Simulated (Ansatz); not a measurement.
# AgF (model cell, started as wurtzite): a soft mode frozen in, part 3 of 3

Wanted: the energy along a soft mode of AgF (model cell, started as wurtzite) and the structure at the end.

Ansatz 0.2.0; DFT LDA, scalar-relativistic, plane waves, PAW.

So far. Step 5 (Energy along the mode, all amplitudes (two of the runs …): The lowest step is at 0.32 Å, 6.23 meV/atom below the parent, and the energy rises beyond it. Step 7 (The new phase in its own primitive cell): The largest force component left is 0.47 meV/Å and the pressure is 0.000 GPa, within the tolerances set. The cell now holds 13.08 Å³/atom. The relaxed cell has a, b, c = 5.411, 2.856, 6.770 Å (conventional setting).

The structure was built from a prototype and need not be the compound's stable phase.

## Step 8: Modes of the new phase, k-mesh 6×12×6

A relaxed structure may still be a saddle point, so its zone-centre modes are computed. No field response is asked, since the mesh shows no gap.

The input, input.yaml:

```yaml
crystal:
  lattice:
    - [5.4110912662, 0.0, 0.0]
    - [0.0, 2.8560223149, 0.0]
    - [0.0, 0.0, 6.7698699938]
  atoms:
    - { symbol: Ag, position: [0.7050146538, 0.25, 0.431915861] }
    - { symbol: Ag, position: [0.7949853462, 0.75, 0.931915861] }
    - { symbol: Ag, position: [0.2949853462, 0.75, 0.568084139] }
    - { symbol: Ag, position: [0.2050146538, 0.25, 0.068084139] }
    - { symbol: F, position: [0.9592903764, 0.25, 0.6877235421] }
    - { symbol: F, position: [0.5407096236, 0.75, 0.1877235421] }
    - { symbol: F, position: [0.0407096236, 0.75, 0.3122764579] }
    - { symbol: F, position: [0.4592903764, 0.25, 0.8122764579] }
kpoints:
  mp_grid: { grid: [6, 12, 6] }
hamiltonian:
  xc: lda
scf:
  occupations: { method: methfessel_paxton, width: 0.15 }
output:
  eigenvalues: true
phonons:
  method: dfpt
```

Run with:

```
> ansatz run input.yaml --threads 4 --pin off --max-ram 7168MiB --backend cpu --events-out ev --progress --plain --runs-dir out
```

Log:

```text
zone centre: on kpoints.mp_grid the ground state, and the responses unless they are solved on pairs of k-points, stand on 140 of the mesh's 432 k-points, reduced under 2 symmetry operations, with k and −k counted as one. Each operation leaves every solved displacement unchanged or reverses it
[...]
Crystal: 8 atoms, lattice volume = 104.623 Å³
Basis set: ecut = 420 eV, 2041 PW (Γ), exchange–correlation on 80×40×96 points (8 copies of the dense FFT grid, shifted against one another)
Bands: 63, of which v1, the nominal top of the filled ones, is band 52 counted from 1 (51 counted from 0)
Symmetry: 8 space group operations
k-points: 140 of 432 (irreducible under 2 space group operations, time reversal used)
[...]
SCF iter   1: F=—  HF=-33003.357089 eV  |F-HF|=—  |Δ(HF+E_count)|=         —  Δρ=2.40e-2  dr2=4.26e-1  ethr=1.77e-3  ⟨swp⟩=5.1  Hψ=27973  notcnv=0  defer=132
[...]
SCF iter  10: F=-33003.233817 eV  HF=-33003.233817 eV  |F-HF|=1.46e-11  |Δ(HF+E_count)|=    0.00e0  S|Δr|=    0.00e0  Δρ=4.20e-8  dr2=6.85e-13  ethr=1.00e-12  ⟨swp⟩=9.9  Hψ=41533  notcnv=0
SCF 1 converged in 10 iterations: F = -33003.233817 eV  dr2 = 6.85e-13
[...]
DFPT response loops at Γ: preconditioner auto → Kerker (q_TF=auto, 2.726 Å⁻¹) (partly filled bands, converged f_vac=0.018); β = 1.00, the filter's whole step (`scf.mixing.beta` (0.50) is not read by the response loops under this deck's `scf.mixing.preconditioner`; to damp them name `kerker` or `kerker_dos`, under which they read `scf.mixing.beta`, and type it under 1.00, their step now; both keys bind the ground state too); Broyden in place of MSR1
SCF converged after 10 iterations
[...]
Free energy (F): -33003.233817 eV
[...]
Internal energy: -33003.246672 eV  (E = F + TS)
E sigma→0 (E₀):  -33003.237031 eV
Entropy (-TS):   0.012855 eV (1.607 meV/atom)
Fermi energy:    10.850804 eV
[...]
--- Band table (eV; the first three rows and the last of 140) ---
  k-point 0: bands = [... 48 lower, 10.1438, 10.3989, 10.4038, 10.4150, 10.7819, 13.5147, 15.8168, 17.3743, ... 7 higher]
  k-point 1: bands = [... 48 lower, 10.1661, 10.3348, 10.3550, 10.4061, 10.9450, 13.3216, 15.8699, 17.3500, ... 7 higher]
  k-point 2: bands = [... 48 lower, 10.2032, 10.2044, 10.2234, 10.3640, 11.4034, 12.7730, 16.2054, 17.2173, ... 7 higher]
  k-point 139: bands = [... 48 lower, 10.4797, 10.4797, 10.4797, 10.4797, 16.4554, 16.4554, 16.4554, 16.4554, ... 7 higher]
--- Phonons (Γ-DFPT): 6 representative perturbations + reference, on 140 of 432 k-points (Σ response iterations 22) ---
  k mesh reduced under 2 symmetry operations, with k and −k counted as one. Each operation leaves every solved displacement unchanged or reverses it
  ASR residual: 1.628e-5 → 0.000e0 eV/Å²; symmetrization residual: 1.212e-5 eV/Å²
  ASR residual per site (eV/Å²): 7.59e-6 7.59e-6 7.59e-6 7.59e-6 1.63e-5 1.63e-5 1.63e-5 1.63e-5
  Γ frequencies (cm⁻¹): -58.18 -5.51 0.00 0.00 0.00 58.48 62.57 63.56 75.21 86.79 96.67 103.73 129.19 133.47 146.63 174.11 177.86 208.88 240.59 280.18 295.01 301.97 317.29 365.44
  non-analytic LO–TO correction: not included (Born effective charges unavailable; polar crystals: no LO–TO splitting at Γ)
```

Elapsed: 5.8 min, on 4 threads of Arm Neoverse N1, shared host; peak memory 2.4 GiB.

This step gave:

```yaml
sum_rule_residual_before_enforcement: 1.63e-5 eV/Å²
point_group: mmm
highest_optical_mode_at_the_zone_centre_no_lo_to_term: 365.4 cm⁻¹
lowest_optical_zone_centre_mode: -58.18 cm⁻¹
```

Patterns of degenerate modes are one choice out of their space. The modes at Γ (shares of kinetic energy by element, %) (negative means imaginary):

```csv
mode,frequency (cm⁻¹),symmetry,Ag %,F %
1,-58.2,B3g,36,64
2,-5.5,Au,88,12
3,0.0,acoustic,85,15
4,0.0,acoustic,85,15
5,0.0,acoustic,85,15
6,58.5,B1g,89,11
7,62.6,Ag,85,15
8,63.6,B1u,94,6
9,75.2,B2u,15,85
10,86.8,Au,12,88
11,96.7,B3g,64,36
12,103.7,B2g,91,9
13,129.2,B3u,83,17
14,133.5,Ag,80,20
15,146.6,B1g,11,89
16,174.1,B2g,97,3
17,177.9,Ag,22,78
18,208.9,B3u,3,97
19,240.6,B3u,29,71
20,280.2,B2g,10,90
21,295.0,B1u,18,82
22,302.0,B1u,3,97
23,317.3,Ag,14,86
24,365.4,B2g,2,98
```

Displacements in mode 1 (-58.2 cm⁻¹), the largest set to 1:
```
Ag1  0.00 -0.31  0.00
Ag2  0.00 -0.31  0.00
Ag3  0.00  0.31  0.00
Ag4  0.00  0.31  0.00
F5   0.00  1.00  0.00
F6   0.00  1.00  0.00
F7   0.00 -1.00  0.00
F8   0.00 -1.00  0.00
```

Displacements in mode 23 (317.3 cm⁻¹), the largest set to 1:
```
Ag1 -0.12  0.00 -0.12
Ag2  0.12  0.00 -0.12
Ag3  0.12  0.00  0.12
Ag4 -0.12  0.00  0.12
F5  -0.02  0.00  1.00
F6   0.02  0.00  1.00
F7   0.02  0.00 -1.00
F8  -0.02  0.00 -1.00
```

Before it was imposed, the acoustic sum rule was missed by 1.6e-5 eV/Å². Small misses are needed for a sound result but don't prove that mesh and cutoff are converged. The lowest optical mode is imaginary, 58.2i cm⁻¹, so the energy falls along it.

## Step 9: The phases reached

The phases reached along the modes that were followed are set side by side.

Energies are those of the first relaxation, on the mesh of the frozen mode; space group, volume and gap are those of the last relaxation. Phases, by row:

```csv
mode frozen in,space group,energy from parent (meV/atom),volume (Å³/atom),gap on mesh (eV),lowest zone-centre optical mode (cm⁻¹),largest shift (Å)
parent,P6_3/mmc,0,16.43,0,–,–
"q = (0, 0, 0), 45i cm⁻¹",P-3m1,-15.66,15.73,0,78.6,0.328
"q = (0, -0.5, 0), 44i cm⁻¹",Pnma,-145.7,13.08,0,-58.2,1.726
```

## Step 10: Results

```json
{
  "unstable mode of the parent": "q = (0, -0.5, 0), 44i cm⁻¹",
  "depth at the lowest point sampled": "6.23 meV/atom",
  "largest atomic shift at that point": "0.32 Å",
  "space group reached": "Pnma",
  "energy gained over the parent (first relaxation, on the mesh of the frozen mode)": "146 meV/atom",
  "volume per atom, phase reached": "13.1 Å³",
  "lowest optical zone-centre mode, phase reached": "-58.2 cm⁻¹",
  "highest optical mode at the zone centre (no LO-TO term), phase reached": "365 cm⁻¹"
}
```

What this shows: Along this mode the structure falls into Pnma, 146 meV/atom below the parent. At the parent's cell the well is 6.227 meV/atom deep on the steps tried, with its lowest point at a shift of 0.32 Å. Relaxing atoms and cell changes the gain by +139.49 meV/atom against the lowest step (energies at zero smearing). Most of the total comes from this relaxation. The new phase still has an imaginary mode at the zone centre of its cell, so it is a saddle point on the way to a lower structure. Of the 2 patterns followed from this parent, this one reaches the lowest energy. Each path keeps the symmetry of its pattern, so a lower phase may lie along a pattern not tried. The q mesh stands for a supercell only 8.0 Å across, so branches between the solved wavevectors are rough. With no gap, or one that is small against the smearing, the frequencies hang on the k mesh and the smearing, most of all near Kohn anomalies. The volume moved by more than a tenth on the k mesh of the start, so the energy gain is rough. A semilocal functional can close a gap that the real compound would have, so the metallic treatment may be an artefact of the level. The starting cell was built on a prototype and not taken from a measurement, so the phase need not exist.

[Long decimals in the printed logs are rounded to 6 places.]

[Logs are printed without paths, hosts, clocks, repeated set-up lines and the standing remarks that a program may print on its own settings, such as how far it seeks lower states.]

[Hosts, paths, dates, database ids (printed as entryN), source tags and the programs' standing remarks are cut or masked in the printed files.]

[Where the starting crystal was built by hand or by swapping elements, it need not be the compound's stable phase.]
